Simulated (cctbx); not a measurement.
# A crystallographic session in cctbx: BeIrI6

Library: cctbx 2025.11. The data are simulated by the first script.

## 1. Simulate the data

run.py:

```python
from cctbx import adptbx, crystal, miller, sgtbx, xray
from cctbx.array_family import flex
from iotbx.shelx import hklf
from scitbx import matrix
import scitbx.random

cs = crystal.symmetry(unit_cell=(7.454, 7.454, 20.551, 90, 90, 120), space_group_symbol='Hall: -R 3')  # R-3
atoms = [  # label, site, U (iso, or U11 U22 U33 U12 U13 U23 in A^2), occupancy
    ("Ir1", (0, 0, 0), 0.0063, 1),
    ("I1", (0.65227, 0.00953, 0.25163), 0.0087, 1),
    ("Be1", (1/3, 2/3, 0.16667), 0.0190, 1),
]
xs = xray.structure(crystal_symmetry=cs)
for label, site, u, occ in atoms:
    u = adptbx.u_cif_as_u_star(cs.unit_cell(), u) if isinstance(u, tuple) else u
    xs.add_scatterer(xray.scatterer(label, site=site, u=u, occupancy=occ))
xs.set_inelastic_form_factors(0.4959, "sasaki")
xs.show_summary()
p1 = xs.expand_to_p1()
ms = miller.build_set(p1, anomalous_flag=True, d_min=0.8)
flex.set_random_seed(639917)
scitbx.random.set_random_seed(639917)
ms = ms.select(flex.random_double(ms.size()) < 0.7)
i = ms.structure_factors_from_scatterers(p1, algorithm="direct").f_calc().as_intensity_array().data()
i = i / flex.sqrt(1 + 0.3 * i / flex.max(i))  # extinction
i = i * 5000 / flex.max(i)
sig = flex.sqrt(i + flex.pow2(0.02 * i) + 2 ** 2)
noise = scitbx.random.variate(scitbx.random.normal_distribution())(i.size())
data = ms.array(data=i + sig * noise, sigmas=sig).set_observation_type_xray_intensity()
with open("data.hkl", "w") as f:
    data.export_as_shelx_hklf(f)
print("reflections written:", data.size(), " <I/sigma> = %.1f" % flex.mean(data.data() / data.sigmas()))
for h, a, b in list(data.sort("data"))[:12]:
    print("%4d%4d%4d %9.1f %7.1f" % (h + (a, b)))
```

```console
$ python run.py
```

```text
Number of scatterers: 3
At special positions: 2
Unit cell: (7.454, 7.454, 20.551, 90, 90, 120)
Space group: R -3 :H (No. 148)
reflections written: 5697  <I/sigma> = 4.6
  -1  -1   3    5126.3   122.5
  -2   1  -3    5100.8   122.5
   1  -2  -3    5097.1   122.5
   3   0   0    5078.7   117.9
   2  -1   3    4941.9   122.5
   3  -3   0    4900.9   117.9
  -3   3   0    4849.9   117.9
   0   3   0    4752.0   117.9
   0  -3   0    4726.5   117.9
   1   1  -3    4695.5   122.5
   0   0 -12    4293.9   106.5
   0   0  12    4102.6   106.5
```

Run time: 0.24 s on 1 thread of Arm Neoverse V2, on a shared host, peak memory 0.07 GiB.

## 2. Symmetry

run.py:

```python
from cctbx import crystal, sgtbx, statistics
from cctbx.array_family import flex
from iotbx.shelx import hklf

p1 = crystal.symmetry(unit_cell=(7.454, 7.454, 20.551, 90, 90, 120), space_group_symbol="P 1")
raw = hklf.reader(file_name="data.hkl").as_miller_arrays(crystal_symmetry=p1, anomalous=True)[0]
print(raw.size(), "reflections to d = %.3f A" % raw.d_min())
isig = raw.data() / raw.sigmas()
print("centring   violations  <I/sigma> of those")
best = "P"
for c in "ABCIRF":
    a = raw.customized_copy(space_group_info=sgtbx.space_group_info("Hall: %s 1" % c)).sys_absent_flags().data()
    m = flex.mean(isig.select(a))
    print("%5s %10d of %5d %8.1f" % (c, (isig.select(a) > 4).count(True), a.count(True), m))
    if (isig.select(a) > 4).count(True) < 0.01 * a.count(True):
        best = c
raw = raw.select(~raw.customized_copy(space_group_info=sgtbx.space_group_info("Hall: %s 1" % best)).sys_absent_flags().data())
isig = raw.data() / raw.sigmas()
rows = []
for s in sgtbx.space_group_symbol_iterator():
    g = sgtbx.space_group(s)
    if g.conventional_centring_type_symbol() != best or not g.is_compatible_unit_cell(p1.unit_cell(), 1e-3, 0.02):
        continue
    rows.append((s, g))
print("Laue class    unique    Rint  (classes that these axes allow; Friedel mates merged)")
rint = {}
for s, g in rows:
    laue = g.build_derived_patterson_group()
    key = laue.type().hall_symbol()
    if key not in rint:
        m = raw.customized_copy(space_group_info=laue.info(), anomalous_flag=False).merge_equivalents()
        rint[key] = m.r_int()
        print("%-14s %6d %7.3f" % (laue.type().lookup_symbol(), m.array().size(), m.r_int()))
floor = min(rint.values())
good = [(s, g) for s, g in rows if rint[g.build_derived_patterson_group().type().hall_symbol()] < 2 * floor + 0.03]
top = max(g.build_derived_patterson_group().order_z() for s, g in good)
print("space group    extra absences  I>4sigma  <I/sigma>")
for s, g in good:
    laue = g.build_derived_patterson_group()
    if laue.order_z() != top:
        continue
    a = raw.customized_copy(space_group_info=g.info()).sys_absent_flags().data()
    a &= ~raw.customized_copy(space_group_info=laue.info()).sys_absent_flags().data()
    bad = (isig.select(a) > 4).count(True)
    if bad <= 0.03 * a.count(True):
        print("%-16s %8d %10d %9s  %s" % (s.universal_hermann_mauguin(), a.count(True), bad, "%.1f" % flex.mean(isig.select(a)) if a.count(True) else "-", "centric" if g.is_centric() else "acentric"))
laue = max(good, key=lambda t: t[1].build_derived_patterson_group().order_z())[1].build_derived_patterson_group()
f = raw.customized_copy(space_group_info=laue.info(), anomalous_flag=False).merge_equivalents().array().eliminate_sys_absent().f_sq_as_f()
f.set_observation_type_xray_amplitude()
bins = max(3, min(8, f.size() // 12))
f.setup_binner(n_bins=bins)
w = statistics.wilson_plot(f, {e: n / laue.order_z() for e, n in {'Ir': 3.0, 'I': 18.0, 'Be': 3.0}.items()}, e_statistics=True)
print("Wilson B = %.2f A^2   <|E^2-1|> = %.3f (0.968 centric, 0.736 acentric)   E^2>4: %.1f %%" % (w.wilson_b, w.mean_e_sq_minus_1, w.percent_e_sq_gt_2))
print("shell (A)         n   <I/sigma>")
m = raw.customized_copy(space_group_info=laue.info(), anomalous_flag=False).merge_equivalents().array().eliminate_sys_absent()
for b in m.setup_binner(n_bins=bins).range_used():
    sel = m.binner().selection(b)
    print("%5.2f - %4.2f %6d %8.1f" % (min(m.binner().bin_d_range(b)[0] if m.binner().bin_d_range(b)[0] > 0 else 99, 99), m.binner().bin_d_range(b)[1], sel.count(True), flex.mean((m.data() / m.sigmas()).select(sel))))
```

```console
$ python run.py
```

```text
5697 reflections to d = 0.801 A
centring   violations  <I/sigma> of those
    A        793 of  2882      4.6
    B        747 of  2891      4.4
    C        772 of  2855      4.5
    I        747 of  2846      4.5
    R          0 of  3799     -0.0
    F       1156 of  4314      4.5
Laue class    unique    Rint  (classes that these axes allow; Friedel mates merged)
R -3 :H           453   0.032
R -3 m :H         281   0.380
space group    extra absences  I>4sigma  <I/sigma>
R 3 :H                  0          0         -  acentric
R -3 :H                 0          0         -  centric
Wilson B = 0.42 A^2   <|E^2-1|> = 0.896 (0.968 centric, 0.736 acentric)   E^2>4: 5.2 %
shell (A)         n   <I/sigma>
 6.85 - 1.60     58     37.1
 1.60 - 1.27     59     30.6
 1.27 - 1.11     54     27.7
 1.11 - 1.01     57     22.1
 1.01 - 0.94     55     26.0
 0.94 - 0.88     61     19.6
 0.88 - 0.84     50     22.7
 0.84 - 0.80     59     21.0
```

Time: 0.22 s.

## 3. Charge flipping

run.py:

```python
import itertools
from cctbx import crystal, maptbx
from cctbx.array_family import flex
from iotbx.shelx import hklf
from smtbx.ab_initio import charge_flipping as cf

cs = crystal.symmetry(unit_cell=(7.454, 7.454, 20.551, 90, 90, 120), space_group_symbol='Hall: -R 3')  # R-3
raw = hklf.reader(file_name="data.hkl").as_miller_arrays(crystal_symmetry=cs, anomalous=True)[0]
merged = raw.eliminate_sys_absent().merge_equivalents()
fo2 = merged.array().set_observation_type_xray_intensity()
f = fo2.average_bijvoet_mates().f_sq_as_f().resolution_filter(d_min=0.9)
p1 = f.expand_to_p1()
p1.setup_binner_counting_sorted(reflections_per_bin=max(40, p1.size() // 12))
work = p1.array(data=p1.data() / p1.amplitude_quasi_normalisations().data())
flex.set_random_seed(15333)
it = cf.weak_reflection_improved_iterator(delta=None, weak_reflection_fraction=0.2)
it.start(work, phases=flex.random_double(p1.size()) * 6.2832, f_000=0)
it.delta = 1.2 * it.rho_map.sigma()
print("cycle      R  skewness")
for n, st in enumerate(itertools.islice(it, 300)):
    if n % 25 == 0:
        print("%5d %6.3f %8.2f" % (n, st.r1_factor(), st.rho_map.skewness()))
rho = p1.phase_transfer(it.f_calc).fft_map().apply_volume_scaling()
polish = cf.low_density_elimination_iterator(constant_rho_c=rho.sigma())
polish.start(f_obs=p1, phases=it.f_calc, f_000=0)
for _ in range(8):
    next(polish)
print("origin shift          correlation  skewness")
maps = []
for fc, shift, cc in itertools.islice(cf.f_calc_symmetrisations(f, polish.f_calc, 0), 4):
    m = f.phase_transfer(fc).fft_map(symmetry_flags=maptbx.use_space_group_symmetry, resolution_factor=0.25).apply_sigma_scaling()
    maps.append((m.skewness(), cc, m))
    print("%6.3f %6.3f %6.3f %10.3f %9.2f" % (tuple(shift) + (cc, m.skewness())))
skew, cc, m = max((t for t in maps if t[1] > maps[0][1] - 0.04), key=lambda t: t[0])
print("taken: symmetry correlation %.3f, skewness %.2f" % (cc, skew))
peaks = m.peak_search(parameters=maptbx.peak_search_parameters(min_distance_sym_equiv=0.9, max_clusters=8)).all()
sps = cs.special_position_settings(min_distance_sym_equiv=0.5)
print("peak      x       y       z  mult  height/sigma")
for k, (x, h) in enumerate(zip(peaks.sites(), peaks.heights())):
    ss = sps.site_symmetry(x)
    print("Q%-3d %7.4f %7.4f %7.4f %4d %8.1f" % ((k + 1,) + tuple(t % 1 for t in ss.exact_site()) + (ss.multiplicity(), h)))
```

```console
$ python run.py
```

```text
cycle      R  skewness
    0  0.562     0.34
   25  0.487     2.84
   50  0.474     3.22
   75  0.482     3.15
  100  0.486     3.19
  125  0.470     3.22
  150  0.454     3.16
  175  0.470     3.21
  200  0.468     3.24
  225  0.449     3.12
  250  0.471     3.56
  275  0.449     3.29
origin shift          correlation  skewness
 0.279  0.183  0.197      0.932      4.66
 0.283  0.851  0.279      0.920      3.46
 0.280  0.850  0.446      0.918      2.70
 0.280  0.183  0.030      0.924      4.20
taken: symmetry correlation 0.932, skewness 4.66
peak      x       y       z  mult  height/sigma
Q1    0.0144  0.3567  0.1268   18     13.2
Q2    0.0000  0.0000  0.3782    6     10.3
Q3    0.0000  0.0000  0.0422    6      5.0
Q4    0.0577  0.2679  0.6974   18      2.4
Q5    0.0503  0.5069  0.8982   18      1.9
Q6    0.9831  0.1171  0.2125   18      1.7
Q7    0.0179  0.1904  0.1229   18      1.6
Q8    0.0005  0.4685  0.0235   18      1.6
```

Time: 0.4 s.

## 4. Refinement (model from the peaks)

run.py:

```python
import math
from cctbx import adptbx, crystal, maptbx, sgtbx, xray
from cctbx.array_family import flex
from cctbx.xray import observations
from iotbx.shelx import hklf
from scitbx.lstbx import normal_eqns_solving
from smtbx import absolute_structure, utils
from smtbx.refinement import constraints, least_squares

cs = crystal.symmetry(unit_cell=(7.454, 7.454, 20.551, 90, 90, 120), space_group_symbol='Hall: -R 3')  # R-3
atoms = [  # label, site, U (iso, or U11 U22 U33 U12 U13 U23 in A^2), occupancy
    ("I1", (0.0144, 0.3567, 0.1268), 0.0200, 1),
]
xs = xray.structure(crystal_symmetry=cs)
for label, site, u, occ in atoms:
    u = adptbx.u_cif_as_u_star(cs.unit_cell(), u) if isinstance(u, tuple) else u
    xs.add_scatterer(xray.scatterer(label, site=site, u=u, occupancy=occ))
xs.set_inelastic_form_factors(0.4959, "sasaki")
raw = hklf.reader(file_name="data.hkl").as_miller_arrays(crystal_symmetry=cs, anomalous=True)[0]
merged = raw.eliminate_sys_absent().merge_equivalents()
fo2 = merged.array().set_observation_type_xray_intensity()
print("Rint %.3f, %d unique reflections to %.2f A" % (merged.r_int(), fo2.size(), fo2.d_min()))
for sc in xs.scatterers():
    sc.flags.set_grad_site(True)
    sc.flags.set_grad_u_aniso(sc.flags.use_u_aniso())
    sc.flags.set_grad_u_iso(sc.flags.use_u_iso())
obs = fo2.as_xray_observations()
extra = {}
rep = constraints.reparametrisation(xs, [], utils.connectivity_table(xs), **extra)
ls = least_squares.crystallographic_ls(obs, rep, weighting_scheme=least_squares.mainstream_shelx_weighting(a=0, b=0))
print("cycle     R1     wR2    GooF  max shift (A)")
for cycle in range(6):
    ls.build_up()
    r1, wr2, goof = ls.r1_factor(cutoff_factor=2)[0], ls.wR2(), ls.goof()
    old = xs.sites_cart()
    normal_eqns_solving.levenberg_marquardt_iterations(ls, n_max_iterations=3, tau=0.0001, step_threshold=1e-7)
    big = flex.max((xs.sites_cart() - old).norms())
    print("%4d %7.4f %7.4f %7.3f %9.5f" % (cycle + 1, r1, wr2, goof, big))
    ls.build_up(objective_only=True)
    if abs(ls.wR2() - wr2) < 5e-5 and big < 5e-4:
        break
ls.build_up()
print("final R1 %.4f wR2 %.4f GooF %.3f  parameters %d  data/parameter %.1f" % (ls.r1_factor(cutoff_factor=2)[0], ls.wR2(), ls.goof(), ls.n_parameters, fo2.size() / ls.n_parameters))
cov = ls.covariance_matrix_and_annotations()
su = dict(zip(cov.annotations, (math.sqrt(max(v, 0)) for v in cov.matrix.matrix_packed_u_diagonal())))
a2 = cs.unit_cell().reciprocal_parameters()[0] ** -2
print("atom        x        y        z      Ueq    occ   su(xyz)  su(Uiso or U11)")
for sc in xs.scatterers():
    s = max(su.get(sc.label + k, 0) for k in (".x", ".y", ".z"))
    npd = "" if sc.is_positive_definite_u(cs.unit_cell()) else "  NPD"
    print("%-5s %8.5f %8.5f %8.5f %8.4f %6.3f %8.5f %7.4f%s" % ((sc.label,) + sc.site + (sc.u_iso_or_equiv(cs.unit_cell()), sc.occupancy, s, su.get(sc.label + ".uiso", su.get(sc.label + ".u11", 0) * a2), npd)))
fo = fo2.f_sq_as_f()
fc = fo.structure_factors_from_scatterers(xs, algorithm="direct").f_calc()
diff = fo.f_obs_minus_f_calc(1 / math.sqrt(ls.scale_factor()), fc).average_bijvoet_mates()
m = diff.fft_map(symmetry_flags=maptbx.use_space_group_symmetry, resolution_factor=0.25).apply_volume_scaling()
print("difference map: max %.2f min %.2f rms %.2f" % (m.statistics().max(), m.statistics().min(), m.statistics().sigma()))
peaks = m.peak_search(parameters=maptbx.peak_search_parameters(min_distance_sym_equiv=0.6, max_clusters=7)).all()
near = xs.closest_distances(peaks.sites(), distance_cutoff=4)
sps = cs.special_position_settings(min_distance_sym_equiv=0.5)
for k, (x, h) in enumerate(zip(peaks.sites(), peaks.heights())):
    ss = sps.site_symmetry(x)
    print("Q%-3d %7.4f %7.4f %7.4f %4d %7.2f  %.2f A from %s" % ((k + 1,) + tuple(t % 1 for t in ss.exact_site()) + (ss.multiplicity(), h, near.smallest_distances[k], xs.scatterers()[near.i_seqs[k]].label)))
```

```console
$ python run.py
```

```text
Rint 0.032, 453 unique reflections to 0.80 A
cycle     R1     wR2    GooF  max shift (A)
   1  0.6940  0.9252  29.404   0.06966
   2  0.6574  0.9117  28.975   0.03223
   3  0.6542  0.9104  28.934   0.03234
   4  0.6546  0.9091  28.894   0.03779
   5  0.6576  0.9075  28.844   0.04185
   6  0.6596  0.9058  28.787   0.03459
final R1 0.6603 wR2 0.9046 GooF 28.750  parameters 4  data/parameter 113.2
atom        x        y        z      Ueq    occ   su(xyz)  su(Uiso or U11)
I1     0.02303  0.39197  0.12600   0.0146  1.000  0.00390  0.0067
difference map: max 173.83 min -76.57 rms 15.77
Q1    0.0223  0.3805  0.1257   18  180.03  0.08 A from I1
Q2    0.0000  0.0000  0.3768    6  150.98  2.77 A from I1
Q3    0.0193  0.1858  0.9568   18   52.35  2.95 A from I1
Q4    0.0291  0.8681  0.5415   18   49.29  1.17 A from I1
Q5    0.0259  0.6422  0.2991   18   48.43  1.93 A from I1
Q6    0.0733  0.5516  0.1236   18   44.99  1.05 A from I1
Q7    0.0541  0.1891  0.6247   18   44.27  2.41 A from I1
```

Time: 1 s.

Figures of merit this high mean that the model is still wrong or incomplete.

## 5. Charge flipping

run.py, as its changes from the last script of this kind:

```diff
@@ -13,3 +13,2 @@
-p1.setup_binner_counting_sorted(reflections_per_bin=max(40, p1.size() // 12))
-work = p1.array(data=p1.data() / p1.amplitude_quasi_normalisations().data())
-flex.set_random_seed(15333)
+work = p1
+flex.set_random_seed(15334)
@@ -20,2 +19,2 @@
-for n, st in enumerate(itertools.islice(it, 300)):
-    if n % 25 == 0:
+for n, st in enumerate(itertools.islice(it, 600)):
+    if n % 50 == 0:
```

```console
$ python run.py
```

```text
cycle      R  skewness
    0  0.565     0.37
   50  0.306     4.19
  100  0.290     4.00
  150  0.298     3.81
  200  0.301     3.99
  250  0.293     3.82
  300  0.295     3.90
  350  0.305     4.07
  400  0.289     4.13
  450  0.296     4.15
  500  0.296     4.13
  550  0.290     4.10
origin shift          correlation  skewness
-0.004  0.179  0.274      0.817      0.84
-0.001  0.180  0.108      0.817      0.88
-0.002  0.179  0.441      0.813      0.86
-0.005  0.509  0.234      0.797      0.81
taken: symmetry correlation 0.817, skewness 0.88
peak      x       y       z  mult  height/sigma
Q1    0.0000  0.0000  0.3527    6      5.9
Q2    0.0029  0.3132  0.1975   18      4.8
Q3    0.0066  0.4276  0.2766   18      4.8
Q4    0.0158  0.8455  0.4952   18      4.1
Q5    0.0014  0.2980  0.7189   18      4.0
Q6    0.0199  0.8887  0.8218   18      3.7
Q7    0.0000  0.0000  0.4654    6      3.6
Q8    0.0344  0.5315  0.0755   18      3.6
```

Time: 0.53 s.

## 6. Charge flipping

run.py, as its changes from the last script of this kind:

```diff
@@ -13,2 +13,3 @@
-work = p1
-flex.set_random_seed(15334)
+p1.setup_binner_counting_sorted(reflections_per_bin=max(40, p1.size() // 12))
+work = p1.array(data=p1.data() / p1.amplitude_quasi_normalisations().data())
+flex.set_random_seed(15335)
```

```console
$ python run.py
```

```text
cycle      R  skewness
    0  0.572     0.23
   50  0.465     3.23
  100  0.469     3.19
  150  0.461     3.12
  200  0.471     3.24
  250  0.461     3.25
  300  0.469     2.77
  350  0.469     3.20
  400  0.458     3.08
  450  0.465     3.38
  500  0.493     3.23
  550  0.467     3.19
origin shift          correlation  skewness
 0.132  0.045  0.108      0.813      1.18
 0.128  0.050  0.442      0.815      0.92
 0.128  0.053  0.275      0.808      1.17
 0.138  0.027  0.031      0.808      0.63
taken: symmetry correlation 0.813, skewness 1.18
peak      x       y       z  mult  height/sigma
Q1    0.0000  0.0000  0.0000    3      8.7
Q2    0.0083  0.3284  0.0855   18      5.8
Q3    0.0000  0.0000  0.3321    6      5.7
Q4    0.0000  0.0000  0.0649    6      5.2
Q5    0.0029  0.3208  0.1664   18      5.0
Q6    0.0090  0.0914  0.3958   18      3.9
Q7    0.0188  0.1052  0.7198   18      3.1
Q8    0.0000  0.0000  0.2317    6      3.0
```

Run time: 0.54 s on 1 thread of Arm Neoverse V2 (shared host), peak memory 0.08 GiB.

[Logs are printed without paths, hosts, clocks, repeated set-up lines and the standing remarks that a program may print on its own settings, such as how far it seeks lower states.]
